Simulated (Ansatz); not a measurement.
# Ac (Fm-3m, 1 atom in the cell): phonons and vibrational spectra

How does Ac (Fm-3m, 1 atom in the cell) vibrate, and is this structure a minimum?

Method: DFT PBEsol, scalar-relativistic, plane waves, PAW, in Ansatz 0.2.0.

This is a report of a sequence of runs, with most program output left out.

### 1. The starting structure

Symmetry: Fm-3m, No. 225, cubic system. Conventional cell: a = 5.311 Å, b = 5.311 Å, c = 5.311 Å, α = 90.00°, β = 90.00°, γ = 90.00°. Nearest to Ac lie 12 Ac at 3.76 Å.

### 2. Bringing the structure to rest

The volume is held at the value of the starting cell, and symmetry leaves nothing else free, so this is a single point.

The input, input.yaml:

```yaml
crystal:
  lattice:
    - [0.0, 2.6555, 2.6555]
    - [2.6555, 0.0, 2.6555]
    - [2.6555, 2.6555, 0.0]
  atoms:
    - { symbol: Ac, position: [0.0, 0.0, 0.0] }
kpoints:
  mp_grid: { grid: [14, 14, 14] }
hamiltonian:
  xc: pbesol
scf:
  occupations: { method: gaussian, width: 0.1 }
output:
  forces: true
  stress: true
  eigenvalues: true
  write_density: true
  write_potential: true
  elf: true
  volumetric_format: npy
```

Command:

```bash
$ ansatz run input.yaml --threads 4 --pin off --max-ram 14336MiB --backend cpu --events-out ev --progress --plain --runs-dir out
```

Elapsed: 2 s, on 4 threads of Arm Neoverse V2, shared host; peak memory 0.45 GiB; 7.3 s of CPU time.

This step gave:

| Quantity | Value |
| --- | --- |
| pressure | 3.791 GPa |
| volume per atom | 37.45 Å³ |
| gap on the k-mesh | 0 eV |

Valence density in the ac plane of the conventional cell at fractional y = 0.000, with atoms of Ac within 0.2 Å of it. It is the smooth field of the valence electrons, not physical close to the nuclei.

Values in e/Å³, 14 rows by 15 columns, each cell a mean:
```
11  7  2  0  0  0  0  0  0  0  0  0  1  4  9
 4  2  1  0  0  0  0  0  0  0  0  0  1  1  4
 1  1  0  0  0  0  0  0  0  0  0  0  0  0  1
 0  0  0  0  0  0  0  0  0  0  0  0  0  0  0
 0  0  0  0  0  1  1  2  1  1  0  0  0  0  0
 0  0  0  0  0  1  4  8  6  2  1  0  0  0  0
 0  0  0  0  1  2  9 19 11  5  1  0  0  0  0
 0  0  0  0  1  2  7 11 10  4  1  0  0  0  0
 0  0  0  0  0  1  2  4  3  1  1  0  0  0  0
 0  0  0  0  0  0  1  1  1  0  0  0  0  0  0
 0  0  0  0  0  0  0  0  0  0  0  0  0  0  0
 2  1  1  0  0  0  0  0  0  0  0  0  0  1  1
 8  4  1  0  0  0  0  0  0  0  0  0  1  2  7
19  8  2  1  0  0  0  0  0  0  0  0  1  5 11
```
Columns run along a (5.3 Å), rows up along c (5.3 Å), edges of the conventional cell, whose origin can differ from the input's. Atoms in or near the plane, at fractional coordinates: Ac at (0.00, 0.00), Ac at (0.50, 0.50).

ELF in the ac plane of the conventional cell at fractional y = 0.000, with atoms of Ac within 0.2 Å of it. It is the smooth field of the valence electrons, not physical close to the nuclei.

Values, 14 rows by 15 columns, each cell a mean:
```
0.08 0.36 0.64 0.48 0.23 0.28 0.45 0.53 0.50 0.35 0.22 0.34 0.61 0.53 0.16
0.51 0.62 0.60 0.36 0.20 0.25 0.33 0.35 0.34 0.29 0.21 0.26 0.50 0.63 0.55
0.60 0.54 0.38 0.21 0.17 0.19 0.21 0.22 0.22 0.20 0.18 0.18 0.29 0.47 0.58
0.30 0.25 0.19 0.16 0.17 0.24 0.37 0.43 0.41 0.31 0.20 0.16 0.18 0.23 0.28
0.25 0.24 0.21 0.18 0.27 0.50 0.63 0.63 0.63 0.57 0.38 0.21 0.19 0.23 0.25
0.44 0.39 0.26 0.22 0.43 0.64 0.52 0.30 0.39 0.61 0.55 0.29 0.22 0.33 0.42
0.57 0.46 0.27 0.25 0.52 0.62 0.25 0.02 0.09 0.49 0.62 0.36 0.22 0.37 0.53
0.53 0.44 0.27 0.24 0.49 0.63 0.33 0.08 0.17 0.55 0.60 0.33 0.22 0.36 0.50
0.35 0.32 0.24 0.20 0.37 0.59 0.60 0.50 0.56 0.64 0.49 0.25 0.21 0.29 0.34
0.22 0.21 0.19 0.17 0.22 0.39 0.54 0.60 0.58 0.47 0.28 0.17 0.18 0.20 0.22
0.43 0.37 0.25 0.17 0.16 0.20 0.26 0.30 0.28 0.22 0.17 0.16 0.20 0.31 0.41
0.63 0.62 0.49 0.27 0.18 0.21 0.24 0.25 0.25 0.23 0.19 0.20 0.38 0.59 0.64
0.31 0.51 0.62 0.42 0.22 0.26 0.39 0.44 0.43 0.33 0.21 0.29 0.57 0.62 0.39
0.02 0.26 0.62 0.51 0.25 0.28 0.46 0.57 0.53 0.37 0.22 0.36 0.62 0.48 0.07
```
Columns run along a (5.3 Å), rows up along c (5.3 Å), edges of the conventional cell, whose origin can differ from the input's. Atoms in or near the plane, at fractional coordinates: Ac at (0.00, 0.00), Ac at (0.50, 0.50).

Electrostatic potential energy in the ac plane of the conventional cell at fractional y = 0.000, with atoms of Ac within 0.2 Å of it. With pseudopotentials it is smooth inside the atoms' cores, unlike the true potential.

Ten even steps from '0' (-115 eV) to '9' (19 eV), each cell a mean:
```
605899999999713
147999999999862
789999999999988
999999989999999
999998766899999
999987110489999
999984196079999
999985063179999
999997412689999
999999878899999
899999999999999
678999999999986
017899999999840
915899999999706
```
Columns run along a (5.3 Å; values clipped at the 3rd and 97th percentile), rows up along c (5.3 Å), edges of the conventional cell, whose origin can differ from the input's. Atoms in or near the plane, at fractional coordinates: Ac at (0.00, 0.00), Ac at (0.50, 0.50).

### 3. Tight relaxation

Symmetry and the fixed volume leave nothing to relax, so a single point is run, using the mesh and the filling of the phonon run that follows.

input.yaml, the sections that differ from step 2:

```yaml
kpoints:
  mp_grid: { grid: [16, 16, 16] }
scf:
  occupations: { method: methfessel_paxton, width: 0.2 }
output:
  forces: true
  stress: true
  eigenvalues: true
# crystal, hamiltonian: as in step 2
```

Run time: 1.9 s. Hardware: 4 threads; peak memory 0.47 GiB; 6.8 s of CPU time.

This step gave:

```
pressure : 3.810 GPa
```

The forces vanish by symmetry. The volume is held at 37.45 Å³/atom, so a pressure of 3.81 GPa remains at this level.

### 4. The dispersion

Stability and thermal properties need the whole zone. Linear response on a 4×4×4 q mesh gives force constants as far as a supercell of that size would.

input.yaml, the sections that differ from step 3:

```yaml
output:
  eigenvalues: true
phonons:
  method: dfpt
  qmesh: [4, 4, 4]
  temperatures: { t_max: 400, t_step: 50 }
  qpath:
    path:
      - [[0.0, 0.0, 0.0], [0.5, 0.0, 0.5], [0.625, 0.25, 0.625]]
      - [[0.375, 0.375, 0.75], [0.0, 0.0, 0.0], [0.5, 0.5, 0.5], [0.5, 0.25, 0.75], [0.5, 0.0, 0.5]]
    npoints: 10
# crystal, kpoints, hamiltonian, scf: as in step 3
```

Elapsed: 7 min, on 4 threads; peak memory 8.1 GiB; 27 min of CPU time.

Numbers from this step:

```yaml
sum_rule_residual_before_enforcement: 1.15e-4 eV/Å²
lowest_frequency_on_the_path: 0 cm⁻¹
highest_frequency_on_the_path_or_at_a_solved_wavevector: 97.8 cm⁻¹
mean_frequency: 55.3 cm⁻¹
debye_temperature_second_moment: 106 K
logarithmic_mean_frequency: 53.1 cm⁻¹
lowest_mode_on_the_q_mesh_acoustic_modes_at_gamma_apart: 23.21 cm⁻¹
zero_point_energy_per_atom: 10.29 meV
heat_capacity_at_300_k: 24.78 J/(mol atoms K)
vibrational_entropy_at_300_k: 59.13 J/(mol atoms K)
```

Frequencies (cm⁻¹) solved at each irreducible wavevector; negative means imaginary. Frequencies by wavevector, by row:

```
q in reciprocal lattice units  star  mode 1  mode 2  mode 3
                        0 0 0     1       0       0       0
                     0 0 0.25     8    32.1    32.1    65.5
                     0 0 -0.5     4    23.2    23.2    82.6
                  0 0.25 0.25     6    50.5    50.5      56
                  0 0.25 -0.5    24    45.6    58.5    71.2
                 0 0.25 -0.25    12    42.1    62.4    68.2
                  0 -0.5 -0.5     3    61.7    61.7    97.8
              0.25 -0.5 -0.25     6    60.9    61.9    61.9
```

Interpolated from a 4×4×4 q mesh. The phonon branches at the labelled points (cm⁻¹):

```csv
point,branch 1,branch 2,branch 3
Γ,0,0,0
halfway,50,50,56
X,62,62,98
halfway,57,62,90
U,49,63,76
jump to K,49,63,76
halfway,36,59,62
Γ,0,0,0
halfway,32,32,66
L,23,23,83
halfway,43,50,72
W,61,62,62
halfway,58,61,84
X,62,62,98
```

Tetrahedra on a 20×20×20 mesh, mean over bins of 1 cm-1. Interpolated from a 4×4×4 q mesh. The phonon density of states by wavenumber; read off at these points:

```csv
wavenumber (cm⁻¹),phonon density of states (1/cm⁻¹/cell)
2.50,3.0e-5
5.00,1.2e-4
7.50,2.7e-4
10.00,8.6e-4
12.50,0.00125
15.00,0.00191
17.50,0.00268
20.00,0.00338
22.50,0.00443
25.00,0.00865
27.50,0.0142
30.00,0.0209
32.50,0.0343
35.00,0.0379
37.50,0.0428
40.00,0.0488
42.50,0.0573
45.00,0.0597
47.50,0.0602
50.00,0.0632
52.50,0.0670
55.00,0.0723
57.50,0.0780
60.00,0.106
61.50,0.120
62.50,0.0853
65.00,0.0309
67.50,0.0546
70.00,0.0718
70.50,0.0745
72.50,0.0564
75.00,0.0405
77.50,0.0305
80.00,0.0216
82.50,0.00791
85.00,0.00569
87.50,0.00467
90.00,0.00372
92.50,0.0029
95.00,0.00180
97.50,8.0e-5
```

Second derivatives of the energy by pair, one row for each kind of neighbour of each atom listed. Each entry sums the pair over the periodic images of the supercell that the q mesh stands for, and in a polar crystal it holds the long-range dipole part too. Force constants by pair, by row:

| atom | neighbour | distance (Å) | third of the trace (eV/Å²) | along the pair's line (eV/Å²) |
| --- | --- | --- | --- | --- |
| Ac1 | itself | 0 | 2.736 | – |
| Ac1 | Ac | 3.755 | -0.1756 | -0.6095 |
| Ac1 | Ac | 5.311 | 0.0778 | 0.1878 |
| Ac1 | Ac | 6.505 | -0.0474 | 0.0127 |

Harmonic thermodynamic functions per atom, from the density of states. Interpolated from a 4×4×4 q mesh. Thermodynamic functions, by row:

| T (K) | F_vib (meV/atom) | S (J/mol-atom/K) | C_V (J/mol-atom/K) |
| --- | --- | --- | --- |
| 0 | 10.29 | 0 | 0 |
| 50 | 6.9 | 16.97 | 20.12 |
| 100 | -6.23 | 32.34 | 23.59 |
| 200 | -49.38 | 49.11 | 24.59 |
| 300 | -105.8 | 59.13 | 24.78 |
| 400 | -171 | 66.27 | 24.85 |

Harmonic mean-square displacement, third of the trace. Interpolated from a 4×4×4 q mesh. Mean square displacements, by row:

```
T (K)  Ac1 U_eq (Å²)
    0        0.00147
  100        0.00485
  300        0.01407
  600        0.02805
```

Symmetry leaves 8 wavevectors to solve. The lowest mode among them, the acoustic zeros apart, lies at q = (0, 0, -0.5) and is real, 23.2 cm⁻¹.

### 5. Outcome

* space group (within 0.01 Å): Fm-3m
* volume per atom: 37.5 Å³
* electronic character: no gap on this mesh
* lowest mode on the q mesh (acoustic modes at Γ apart): 23.2 cm⁻¹
* highest frequency on the path or at a solved wavevector: 97.8 cm⁻¹
* zero-point energy per atom: 10.3 meV
* heat capacity at 300 K: 24.8 J/(mol atoms K)
* vibrational entropy at 300 K: 59.1 J/(mol atoms K)
* Debye temperature (second moment): 106 K
* imaginary modes on the 4×4×4 q mesh: none

The structure is a minimum as far as tested: no mode is imaginary at the 8 irreducible wavevectors of the 4×4×4 mesh, and the softest away from the acoustic zeros lies at 23 cm⁻¹. The volume was held at that of the database entry and not relaxed, so the modes belong to a cell under 3.81 GPa at this level. With no gap, or one that is small against the smearing, the frequencies hang on the k mesh and the smearing, most of all near Kohn anomalies. Spin-orbit coupling is left out, which can matter for the heavy elements here. These are harmonic frequencies at zero temperature: anharmonic shifts, linewidths and thermal expansion are left out.

[Logs are printed without paths, hosts, clocks, repeated set-up lines and the standing remarks that a program may print on its own settings, such as how far it seeks lower states.]

[Hosts, paths, dates, database ids (printed as entryN), source tags and the programs' standing remarks are cut or masked in the printed files.]
